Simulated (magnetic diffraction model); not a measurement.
**Magnetic neutron pattern of Mn2Al4Mo**

Space group Immm (no. 71), a = 3.6240 Å, b = 3.6710 Å, c = 15.0180 Å.

```
site  atom    x  y       z
  2b    Mo  1/2  0       0
  4i    Mn    0  0  0.8125
  4j    Al  1/2  0  0.5745
  4i    Al    0  0  0.6496
```

This is a made-up structure (elements placed in a structure type, unrelaxed), so the numbers test the method and describe no known phase.

Only Mn is taken to order (form factors of Mn2+); orders and moment sizes are assumed, and not adapted to the symmetry. Radiation: neutrons of λ = 1.8 Å, 2° to 65°; isotropic B of 0.2 Å² (Mo), 0.3 Å² (Mn) and 0.34 Å² (Al). The intensities are simulated: I ∝ L Σ (|F_N|² + |F_M⊥|²) for unpolarised neutrons, with F_M = 2.695 fm/μB × Σ f(s) S exp(2πi Q·r) exp(−B s²) at Q = H ± k (one set where k and −k are equivalent), only the part normal to Q counting and L = 1/(sin²θ cos θ). For a modulated order the moment at position r is S exp(−2πi k·r) + c.c., with S = m/2 for a sine wave of amplitude m and S = m(u + iv)/2 for moments turning in a plane, u and v being orthogonal unit vectors in it; the phase factor of the sum at Q = H + k is then exp(2πi H·r). Form factors are spin-only for 3d ions and dipole or tabulated for f ions, scattering lengths are Sears's of 1992, and absorption is left out. A label names one of the reflections at its angle. The strongest nuclear line in the range is 100, and lines under 0.2 are left out.

Assume the order k = (0.394 0 0), moments turning in the plane of [001] and [100], 3.33 μB on Mn; signs + at (0, 0, 0.8125), + at (1/2, 1/2, 0.6875).

Predict the pattern, nuclear and magnetic parts apart.

| 2θ (°) | index | nuclear | magnetic |
| --- | --- | --- | --- |
| 11.23 | (0.394 0 0) | 0.0 | 57.7 |
| 13.77 | (0 0 2) | 100.0 | 0.0 |
| 17.80 | (0.394 0 2) | 0.0 | 21.1 |
| 18.64 | (0.606 0 1) | 0.0 | 5.5 |
| 27.12 | (0.606 0 3) | 0.0 | 12.9 |
| 29.24 | (0 1 1) | 9.4 | 0.0 |
| 29.60 | (1 0 1) | 12.9 | 0.0 |
| 31.41 | (0.394 1 1) | 0.0 | 5.4 |
| 33.44 | (0.606 1 0) | 0.0 | 14.7 |
| 35.40 | (0 1 3) | 59.1 | 0.0 |
| 35.71 | (1 0 3) | 9.9 | 0.0 |
| 36.32 | (0.606 1 2) | 0.0 | 10.8 |
| 37.25 | (0.394 1 3) | 0.0 | 16.7 |
| 39.18 | (0.606 0 5) | 0.0 | 4.5 |
| 40.85 | (1 1 0) | 25.3 | 0.0 |
| 41.14 | (1.394 0 1) | 0.0 | 0.7 |
| 43.30 | (1 1 2) | 13.2 | 0.0 |
| 43.76 | (0.394 0 6) | 0.0 | 1.8 |
| 45.55 | (0 1 5) | 2.3 | 0.0 |
| 45.81 | (1 0 5) | 34.3 | 0.0 |
| 45.92 | (1.394 0 3) | 0.0 | 2.6 |
| 47.01 | (1.606 0 0) | 0.0 | 1.4 |
| 47.07 | (0.394 1 5) | 0.0 | 6.7 |
| 49.22 | (1.606 0 2) | 0.0 | 1.2 |
| 50.09 | (1 1 4) | 18.6 | 0.0 |
| 50.20 | (1.394 1 0) | 0.0 | 3.0 |
| 52.31 | (1.394 1 2) | 0.0 | 2.5 |
| 52.93 | (0.606 0 7) | 0.0 | 0.3 |
| 54.50 | (1.394 0 5) | 0.0 | 1.4 |
| 54.84 | (0.606 1 6) | 0.0 | 2.1 |
| 56.33 | (1.606 1 1) | 0.0 | 0.5 |
| 57.30 | (0 0 8) | 4.1 | 0.0 |
| 58.14 | (0 1 7) | 6.6 | 0.0 |
| 58.35 | (1 0 7) | 20.2 | 0.0 |
| 58.59 | (0.394 0 8) | 0.0 | 1.2 |
| 58.72 | (0 2 0) | 5.7 | 0.0 |
| 59.42 | (0.394 1 7) | 0.0 | 0.4 |
| 59.56 | (2 0 0) | 5.6 | 0.0 |
| 60.00 | (0.394 2 0) | 0.0 | 2.2 |
| 60.20 | (1.606 1 3) | 0.0 | 2.3 |
| 60.63 | (0 2 2) | 12.5 | 0.0 |
| 61.45 | (2 0 2) | 12.2 | 0.0 |
| 61.88 | (0.394 2 2) | 0.0 | 1.9 |
| 62.18 | (0.606 2 1) | 0.0 | 0.5 |
| 64.96 | (1.606 0 6) | 0.0 | 0.4 |

The strongest magnetic line in the range is (0.394 0 0) at 11.23° (57.7). On top of the Lorentz factor, which all lines share, magnetic lines fade with angle because f falls: for Mn2+ it is 0.90, 0.66, 0.41 and 0.12 at sin θ/λ = 0.1, 0.2, 0.3 and 0.5 Å⁻¹, while nuclear lengths stay constant. The order has no net moment.

[Logs are printed without paths, hosts, clocks, repeated set-up lines and the standing remarks that a program may print on its own settings, such as how far it seeks lower states.]
